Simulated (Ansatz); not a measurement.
## Lattice dynamics of PbO (model cell, started as layered BN type)

The cell of PbO (model cell, started as layered BN type) is at rest. What are its phonons? After the zone centre comes a 3×3×2 q mesh on a 9×9×4 k mesh.

Method: DFT PBEsol, scalar-relativistic, plane waves, PAW; PAW set soft_1, in Ansatz 0.2.0.

The structure was built from a prototype and need not be the compound's stable phase.

## Step 1: The structure

The structure is hexagonal, space group P6_3/mmc (No. 194). Conventional cell: a = 4.239 Å, b = 4.239 Å, c = 5.243 Å, α = 90.00°, β = 90.00°, γ = 120.00°. Nearest to Pb lie 5 O at 2.45 to 2.62 Å. O has 5 Pb at 2.45 to 2.62 Å nearest. Farther neighbours and most contacts between anions are not listed.

Structure file:

```cif
data_structure
_symmetry_space_group_name_H-M 'P 1'
_symmetry_Int_Tables_number 1
_cell_length_a 4.2393
_cell_length_b 4.2393
_cell_length_c 5.2432
_cell_angle_alpha 90.000
_cell_angle_beta 90.000
_cell_angle_gamma 120.000
_cell_volume 81.60
loop_
_atom_site_label
_atom_site_type_symbol
_atom_site_fract_x
_atom_site_fract_y
_atom_site_fract_z
_atom_site_occupancy
Pb1 Pb 0.33333 0.66667 0.25000 1
Pb2 Pb 0.66667 0.33333 0.75000 1
O3 O 0.66667 0.33333 0.25000 1
O4 O 0.33333 0.66667 0.75000 1
```

## Step 2: Zone-centre response

The cell comes from relaxations at this level that are not shown. The zone centre comes first: it holds the modes that light can see, as far as symmetry allows. The response to a homogeneous field gives the Born charges and the dielectric tensor, and its change with displacement the Raman tensors.

input.yaml

```yaml
crystal:
  lattice:
    - [4.2392552545, 2.9652e-06, 0.0]
    - [-2.1196301952, 3.671301261, 0.0]
    - [0.0, 0.0, 5.2432298645]
  atoms:
    - { symbol: Pb, position: [0.3333333333, 0.6666666667, 0.25] }
    - { symbol: Pb, position: [0.6666666667, 0.3333333333, 0.75] }
    - { symbol: O, position: [0.6666666667, 0.3333333333, 0.25] }
    - { symbol: O, position: [0.3333333333, 0.6666666667, 0.75] }
kpoints:
  mp_grid: { grid: [9, 9, 4] }
hamiltonian:
  xc: pbesol
  pseudopotentials: { kind: paw, azcp: { folder: soft_1 }, xc_functional: pbe }
scf:
  occupations: { method: fixed }
output:
  eigenvalues: true
phonons:
  method: dfpt
  dielectric: true
  rigid_motions: translations
  raman: true
```

Run with:

```sh
ansatz run input.yaml --threads 4 --pin off --max-ram 10240MiB --backend cpu --events-out ev --progress --plain --runs-dir out
```

Numbers of over 12 decimals in the logs are rounded to 6 here.

Log:

```text
Engine: ansatz 0.2.0, aarch64-unknown-linux-gnu
Pseudopotentials: kind: paw
Pseudopotential: Pb, paw, valence charge 14, recommended cutoff 420 eV (normal), soft_1/Pb.paw.azcp
Pseudopotential: O, paw, valence charge 6, recommended cutoff 420 eV (normal), soft_1/O.paw.azcp
Functional definition: PBEsol
  exchange = pbesol_x
  correlation = pbesol_c
Crystal: 4 atoms, lattice volume = 81.603 Å³
Basis set: ecut = 420 eV, 1595 PW (Γ), exchange–correlation on 60×60×72 points (8 copies of the dense FFT grid, shifted against one another)
Bands: 24, of which v1, the nominal top of the filled ones, is band 20 counted from 1 (19 counted from 0)
Symmetry: 24 space group operations
k-points: 95 of 324 (irreducible under 2 space group operations, time reversal used)
Non-local potential: Pb, projectors of the file, l = 0: 2, l = 1: 2, l = 2: 2, l = 3: 1
Non-local potential: O, projectors of the file, l = 0: 2, l = 1: 2, l = 2: 1
PAW form: soft (Blöchl's): semilocal exchange-correlation on the pseudo side does not see the compensation charge
PAW frozen core: Pb, regenerated for the run's functional, and the local potential with it (the file was generated under x = pbe(κ = 0.804, μ = 0.219515), c = pbe(β = 0.066725))
PAW frozen core: O, regenerated for the run's functional, and the local potential with it (the file was generated under x = pbe(κ = 0.804, μ = 0.219515), c = pbe(β = 0.066725))
PAW one-centre angular grid: Pb, 590 points (default); XC on 64 Gauss nodes
PAW one-centre angular grid: O, 110 points (default); XC on 64 Gauss nodes
Initial density: superposition of atomic densities (chi_scale 0.1, normalization cell, long waves kept (reshape's long-wave potential 0.00 eV rms))
Initial wavefunctions: pseudopotential atomic-orbital guess
Functional: x = pbesol(κ = 0.804, μ = 0.123457), c = pbesol(β = 0.046)
SCF iter   1: F=—  HF=-24634.821767 eV  |F-HF|=—  |Δ(HF+E_count)|=         —  Δρ=3.20e-2  dr2=1.34e0  ethr=3.10e-3  ⟨swp⟩=5.0  Hψ=8633  notcnv=0  defer=171
preconditioner: auto → Resta (q_TF=auto, 2.423 Å⁻¹)  ε∞=3.9  [insulator: Δε(μ)=1.553 eV  Ē_g=15.229 eV  n_scr=22 (ndim 8)  ℏωp=26.0 eV  f_vac=0.007  ε∞_Penn≈3.9]
SCF iter   2: F=—  HF=-24634.599924 eV  |F-HF|=—  |Δ(HF+E_count)|=   2.22e-1  Δρ=2.37e-2  dr2=3.03e-1  ethr=3.10e-3  ⟨swp⟩=2.6  Hψ=4254  notcnv=0  defer=167
SCF iter   3: F=—  HF=-24634.560669 eV  |F-HF|=—  |Δ(HF+E_count)|=   3.93e-2  Δρ=1.01e-2  dr2=1.57e-1  ethr=7.57e-4  ⟨swp⟩=2.2  Hψ=3057  notcnv=0  defer=185
SCF iter   4: F=—  HF=-24634.539186 eV  |F-HF|=—  |Δ(HF+E_count)|=   2.15e-2  Δρ=2.28e-3  dr2=6.06e-3  ethr=3.94e-4  ⟨swp⟩=2.1  Hψ=2913  notcnv=0  defer=187
SCF iter   5: F=—  HF=-24634.541927 eV  |F-HF|=—  |Δ(HF+E_count)|=   2.74e-3  Δρ=8.60e-4  dr2=8.07e-4  ethr=1.52e-5  ⟨swp⟩=2.1  Hψ=3881  notcnv=0  defer=187
SCF iter   6: F=—  HF=-24634.543064 eV  |F-HF|=—  |Δ(HF+E_count)|=   1.14e-3  Δρ=1.75e-4  dr2=2.20e-5  ethr=2.02e-6  ⟨swp⟩=2.1  Hψ=3249  notcnv=0  defer=187
SCF iter   7: F=—  HF=-24634.543101 eV  |F-HF|=—  |Δ(HF+E_count)|=   3.66e-5  Δρ=2.71e-5  dr2=5.17e-7  ethr=5.51e-8  ⟨swp⟩=2.9  Hψ=4312  notcnv=0  defer=112
SCF iter   8: F=—  HF=-24634.543100 eV  |F-HF|=—  |Δ(HF+E_count)|=   1.21e-6  Δρ=3.92e-6  dr2=1.11e-8  ethr=1.29e-9  ⟨swp⟩=2.0  Hψ=3996  notcnv=0  defer=12
SCF iter   9: F=—  HF=-24634.543100 eV  |F-HF|=—  |Δ(HF+E_count)|=   2.46e-8  Δρ=1.05e-6  dr2=8.55e-10  ethr=2.77e-11  ⟨swp⟩=2.4  Hψ=4137  notcnv=0  defer=12
SCF iter  10: F=-24634.543100 eV  HF=-24634.543100 eV  |F-HF|=3.64e-11  |Δ(HF+E_count)|=   1.16e-9  Δρ=1.83e-7  dr2=2.00e-11  ethr=1.00e-12  ⟨swp⟩=9.3  Hψ=15342  notcnv=0
SCF 1 converged in 10 iterations: F = -24634.543100 eV  dr2 = 2.00e-11
  greatest PAW one-centre occupation: 0.983 electrons in one spin orbital (limit 2), on the Pb atom at site 1 (counted from 0), in its partial waves of l = 2
NSCF: frozen V_eff on 4 k-points
DFPT response loops at Γ: preconditioner auto → Resta (q_TF=auto, 2.423 Å⁻¹)  ε∞=7.1 (no band partly filled); β = 1.00, the filter's whole step (`scf.mixing.beta` (0.50) is not read by the response loops at its default; to damp them type it under 1.00, their step now; it binds the ground state too); Broyden in place of MSR1
── the response to a field inside a basis, on 12×12×8 k-points: an SCF that follows is theirs, and a resumed run solves both again ──
Bands: 21, of which v1, the nominal top of the filled ones, is band 20 counted from 1 (19 counted from 0)
k-points: 168
Initial density: handed on by an earlier stage of this run
Initial wavefunctions: pseudopotential atomic-orbital guess (no wavefunctions were taken with the density)
Eigensolver: Dense (168 Hₖ)
SCF iter   1: F=—  HF=-24634.547732 eV  |F-HF|=—  |Δ(HF+E_count)|=         —  Δρ=6.69e-4  dr2=2.02e-4  ethr=1.00e-1
preconditioner: auto → Resta (q_TF=auto, 2.423 Å⁻¹)  ε∞=4.7  [insulator: Δε(μ)=1.213 eV  Ē_g=13.523 eV  n_scr=22 (ndim 8)  ℏωp=26.0 eV  f_vac=0.092  ε∞_Penn≈4.7]
SCF iter   2: F=—  HF=-24634.547695 eV  |F-HF|=—  |Δ(HF+E_count)|=   3.74e-5  Δρ=3.85e-4  dr2=4.25e-5  ethr=5.04e-7
SCF iter   3: F=—  HF=-24634.547686 eV  |F-HF|=—  |Δ(HF+E_count)|=   8.25e-6  Δρ=1.64e-4  dr2=1.32e-5  ethr=1.06e-7
SCF iter   4: F=—  HF=-24634.547683 eV  |F-HF|=—  |Δ(HF+E_count)|=   3.00e-6  Δρ=1.82e-5  dr2=3.17e-7  ethr=3.30e-8
SCF iter   5: F=—  HF=-24634.547683 eV  |F-HF|=—  |Δ(HF+E_count)|=   2.97e-8  Δρ=2.88e-6  dr2=1.38e-8  ethr=7.92e-10
SCF iter   6: F=—  HF=-24634.547683 eV  |F-HF|=—  |Δ(HF+E_count)|=   1.01e-8  Δρ=1.17e-6  dr2=2.01e-9  ethr=3.45e-11
SCF iter   7: F=-24634.547683 eV  HF=-24634.547683 eV  |F-HF|=6.18e-11  |Δ(HF+E_count)|=   2.57e-9  Δρ=2.02e-7  dr2=3.52e-11  ethr=5.02e-12
SCF 1 converged in 7 iterations: F = -24634.547683 eV  dr2 = 3.52e-11
DFPT response loops at Γ: preconditioner auto → Resta (q_TF=auto, 2.423 Å⁻¹)  ε∞=7.0 (no band partly filled); β = 1.00, the filter's whole step (`scf.mixing.beta` (0.50) is not read by the response loops at its default; to damp them type it under 1.00, their step now; it binds the ground state too); Broyden in place of MSR1
DFPT response loops at Γ: mixed as the last ones told, above
WARN: field response: ε∞ stands inside a basis, on 12×12×8 points; the force constants stand on the 9×9×4 k-mesh, whose period is 9.51 times the interband length at k = (0.3333, 0.3333, -0.5000), direct gap 1.197 eV, under 14: take them and everything formed from them as unconverged, and compare with a denser kpoints.mp_grid
SCF converged after 10 iterations
Free energy (F): -24634.543100 eV
Harris-Foulkes:  -24634.543100 eV  (|F-HF|=3.64e-11)
Internal energy: -24634.543100 eV  (E = F + TS)
E sigma→0 (E₀):  -24634.543100 eV
Fermi energy:    8.807461 eV
--- Per-component energies (eV) ---
  E_band       = -110.217771
  E_kinetic    = 917.247361
  E_local      = -2872.122159  (includes V_loc(G=0)·N_el)
  E_nonlocal   = 719.465990
  E_hartree    = 1099.881323
  E_xc         = -551.628712
  E_vxc        = -459.475723  (∫ρ·V_xc dr)
  E_paw        = -20791.919603  (= ΣΔE_a)
  E_vpaw       = -615.097412  (= ΣTr[D̂ρ^β])
  E_aug_tail   = 0.001454  (compensation charges beyond the density's cutoff)
  E_ewald      = -3155.663670
  E_core_change = 0.194916  (= ΣΔE_core)
  E_smearing   = -0.000000  (= −TS)
  E_closure    = 0.000000  (closes the sum)
  Σ components = -24634.543100   (vs F -24634.543100, Δ=0.00e0)
--- Band table (eV; the first three rows and the last of 95) ---
  k-point 0: bands = [... 16 lower, 5.2983, 6.1487, 6.1715, 6.1715, 12.6429, 12.9015, 12.9015, 13.5961]
  k-point 1: bands = [... 16 lower, 5.4514, 6.0766, 6.0766, 6.7762, 12.1418, 12.8075, 12.8075, 13.2931]
  k-point 2: bands = [... 16 lower, 5.7929, 5.7929, 7.2590, 7.2590, 11.9917, 11.9917, 12.8660, 12.8660]
  k-point 94: bands = [... 16 lower, 6.2922, 6.2922, 8.2762, 8.2762, 10.1422, 10.1422, 12.5618, 12.5618]
--- Phonons (Γ-DFPT): 4 representative perturbations + reference, on 95 of 324 k-points (Σ response iterations 14) ---
  k mesh reduced under 2 symmetry operations, with k and −k counted as one. Each operation leaves every solved perturbation unchanged. A smaller set is not considered because the run solves the response to a homogeneous field
  ASR residual: 7.077e-5 → 0.000e0 eV/Å²; symmetrization residual: 1.266e-4 eV/Å²
  ASR residual per site (eV/Å²): 7.08e-5 7.08e-5 5.87e-5 5.87e-5
  Γ frequencies (cm⁻¹): -205.03 -127.48 0.00 0.00 0.00 57.94 57.94 102.21 217.86 217.86 247.42 247.42
  ε∞ (high-frequency dielectric tensor):
        8.279305     0.000000     0.000000
        0.000000     8.279305    -0.000000
        0.000000    -0.000000    10.681493
  softest optical mode at Γ: -205.03 cm⁻¹; the repairs (sum rule, projections) moved no ω² at Γ by more than (5.18 cm⁻¹)²
  Born effective charges Z* (e; rows j = field, columns β = displacement):
    site 0:
         2.41588    0.00000    0.00000
         0.00000    2.41588   -0.00000
         0.00000   -0.00000    3.59182
    site 1:
         2.41588    0.00000    0.00000
         0.00000    2.41588   -0.00000
         0.00000   -0.00000    3.59182
    site 2:
        -2.41588   -0.00000   -0.00000
        -0.00000   -2.41588    0.00000
        -0.00000    0.00000   -3.59182
    site 3:
        -2.41588   -0.00000   -0.00000
        -0.00000   -2.41588    0.00000
        -0.00000    0.00000   -3.59182
  Z* charge neutrality: 5.778e-2 e pre-enforcement
  solved inside a basis spanned on kpoints, on 12×12×8 k-points transformed towards the longest dipole: ε∞ is read to err by 4.8e-2, Z* by 6.9e-2 e (field_mesh: kpoints solves on kpoints); Z* is corrected for what the basis lacks
  Raman tensors (in the event stream and the table raman_tensors.tsv): an entry may err by 6.1e-2 Å², one of the second-order susceptibility by 1.1e-18 pm/V (basis, points and sum rule); their sum over the sites missed zero by 7.105e-15 Å² ahead of its enforcement
  optical modes at Γ without the LO–TO term, one row a degenerate level:
      ω (cm⁻¹)  modes    IR ((D/Å)²/amu)  static Raman (Å⁴/amu)  depolarisation
       -205.03      1             0.0000                 0.0000               —
       -127.48      1            40.0803                 0.0000               —
         57.94      2             0.0000                 8.2172           0.750
        102.21      1             0.0000                 0.0000               —
        217.86      2             0.0000               938.3073           0.750
        247.42      2            36.2646                 0.0000               —
  optical modes at Γ + LO–TO along q̂ = [1.0000, 0.0000, 0.0000]:
      ω (cm⁻¹)  modes    IR ((D/Å)²/amu)  static Raman (Å⁴/amu)  depolarisation
       -205.03      1             0.0000                 0.0000               —
       -127.48      1            40.0803                 0.0000               —
         57.94      2             0.0000                 8.2172           0.750
        102.21      1             0.0000                 0.0000               —
        217.86      2             0.0000               938.3073           0.750
        247.42      1            18.1323                 0.0000               —
        344.18      1            18.1323                 0.0000               —
  optical modes at Γ + LO–TO along q̂ = [0.0000, 1.0000, 0.0000]:
      ω (cm⁻¹)  modes    IR ((D/Å)²/amu)  static Raman (Å⁴/amu)  depolarisation
       -205.03      1             0.0000                 0.0000               —
       -127.48      1            40.0803                 0.0000               —
         57.94      2             0.0000                 8.2172           0.750
        102.21      1             0.0000                 0.0000               —
        217.86      2             0.0000               938.3073           0.750
        247.42      1            18.1323                 0.0000               —
        344.18      1            18.1323                 0.0000               —
  optical modes at Γ + LO–TO along q̂ = [0.0000, 0.0000, 1.0000]:
      ω (cm⁻¹)  modes    IR ((D/Å)²/amu)  static Raman (Å⁴/amu)  depolarisation
       -205.03      1             0.0000                 0.0000               —
         57.94      2             0.0000                 8.2172           0.750
        102.21      1             0.0000                 0.0000               —
        217.86      2             0.0000               938.3073           0.750
        247.42      2            36.2646                 0.0000               —
        286.05      1            40.0803                 0.0000               —
```

The job ended after 8.5 min (4 threads of Arm Neoverse V1, shared host; peak memory 2.6 GiB; 33 min of CPU time).

A gap read on the k-mesh alone can miss the band edges.

Numbers from this step:

```
gap on the k-mesh                                       : 1.197 eV
volume per atom                                         : 20.40 Å³
sum-rule residual before enforcement                    : 7.08e-5 eV/Å²
miss of the charge sum rule                             : 0.05778 e
estimated error of the dielectric tensor                : 0.04823
estimated error of the Born charges                     : 0.06863 e
point group                                             : 6/mmm
highest optical mode at the zone centre (no LO-TO term) : 247.4 cm⁻¹
lowest optical zone-centre mode                         : -205.0 cm⁻¹
mean high-frequency dielectric constant                 : 9.080
largest Born charge (third of the trace)                : 2.808 e
top of the zone-centre spectrum with the field          : 344.2 cm⁻¹
```

Without the LO-TO term. Patterns of degenerate modes are one choice out of their space. The modes at Γ (shares of kinetic energy by element, %) (negative means imaginary):

| mode | frequency (cm⁻¹) | symmetry | Pb % | O % |
| --- | --- | --- | --- | --- |
| 1 | -205.0 | B1g | 3 | 97 |
| 2 | -127.5 | A2u | 7 | 93 |
| 3 | 0.0 | acoustic | 93 | 7 |
| 4 | 0.0 | acoustic | 93 | 7 |
| 5 | 0.0 | acoustic | 93 | 7 |
| 6 | 57.9 | E2g | 90 | 10 |
| 7 | 57.9 | E2g | 90 | 10 |
| 8 | 102.2 | B1g | 97 | 3 |
| 9 | 217.9 | E2g | 10 | 90 |
| 10 | 217.9 | E2g | 10 | 90 |
| 11 | 247.4 | E1u | 7 | 93 |
| 12 | 247.4 | E1u | 7 | 93 |

Displacements in mode 1 (-205.0 cm⁻¹), the largest set to 1:
```
Pb1  0.00  0.00  0.05
Pb2  0.00  0.00 -0.05
O3   0.00  0.00  1.00
O4   0.00  0.00 -1.00
```

Displacements in mode 12 (247.4 cm⁻¹), the largest set to 1:
```
Pb1  0.00 -0.08  0.00
Pb2  0.00 -0.08  0.00
O3   0.00  1.00  0.00
O4   0.00  1.00  0.00
```

Optical modes at the zone centre, without and with the macroscopic field of the longitudinal modes; each column is sorted by frequency, so a row need not hold one and the same mode. Modes with and without the field, by row:

| rank among optical modes | no field (cm⁻¹) | q along (1, 0, 0) (cm⁻¹) | q along (0, 0, 1) (cm⁻¹) |
| --- | --- | --- | --- |
| 1 | -205 | -205 | -205 |
| 2 | -127.5 | -127.5 | 57.9 |
| 3 | 57.9 | 57.9 | 57.9 |
| 4 | 57.9 | 57.9 | 102.2 |
| 5 | 102.2 | 102.2 | 217.9 |
| 6 | 217.9 | 217.9 | 217.9 |
| 7 | 217.9 | 217.9 | 247.4 |
| 8 | 247.4 | 247.4 | 247.4 |
| 9 | 247.4 | 344.2 | 286.1 |

Born charge (rows field, columns displacement) (e), principal values of the symmetric part by kind of site:

| atom | atoms with these values | low | middle | high | mean |
| --- | --- | --- | --- | --- | --- |
| Pb1 | 2 | 2.42 | 2.42 | 3.59 | 2.81 |
| O3 | 2 | -3.59 | -2.42 | -2.42 | -2.81 |

In full for Pb1:

```
2.42 0.00 0.00
0.00 2.42 0.00
0.00 0.00 3.59
```

High-frequency dielectric tensor:

```
 8.28  0.00  0.00
 0.00  8.28  0.00
 0.00  0.00 10.68
```

Transverse modes; imaginary modes are left out. Infrared lines, with heights relative to the strongest:

| position (cm⁻¹) | label | relative intensity |
| --- | --- | --- |
| 58 | E2g | 0.0 |
| 102 | B1g | 0.0 |
| 218 | E2g | 0.0 |
| 247 | E1u | 100 |

Activity x (w_L - w)^4 (n + 1)/w, 532 nm, 300 K; imaginary modes are left out; the tensors are static ones, while 532 nm light lies above the computed direct gap, where resonance would change the heights; modes without the macroscopic field alone. Raman lines, with heights relative to the strongest:

| position (cm⁻¹) | label | relative intensity |
| --- | --- | --- |
| 58 | E2g | 9.1 |
| 102 | B1g | 0.0 |
| 218 | E2g | 100 |
| 247 | E1u | 0.0 |

Before it was imposed, the acoustic sum rule was missed by 7.1e-5 eV/Å² and the charge sum rule by 0.058 e. The charge miss is large and points to the mesh or the basis. The lowest optical mode is imaginary, 205.0i cm⁻¹, so the energy falls along it.

The log warns of the k mesh: “the force constants stand on the 9×9×4 k-mesh, whose period is 9.51 times the interband length at k = (0.3333, 0.3333, -0.5000), direct gap 1.197 eV, under 14: take them and everything formed from them as unconverged”.

(Part 1 of 2 ends here.)

[Logs are printed without paths, hosts, clocks, repeated set-up lines and the standing remarks that a program may print on its own settings, such as how far it seeks lower states.]

[Hosts, paths, dates, database ids (printed as entryN), source tags and the programs' standing remarks are cut or masked in the printed files.]
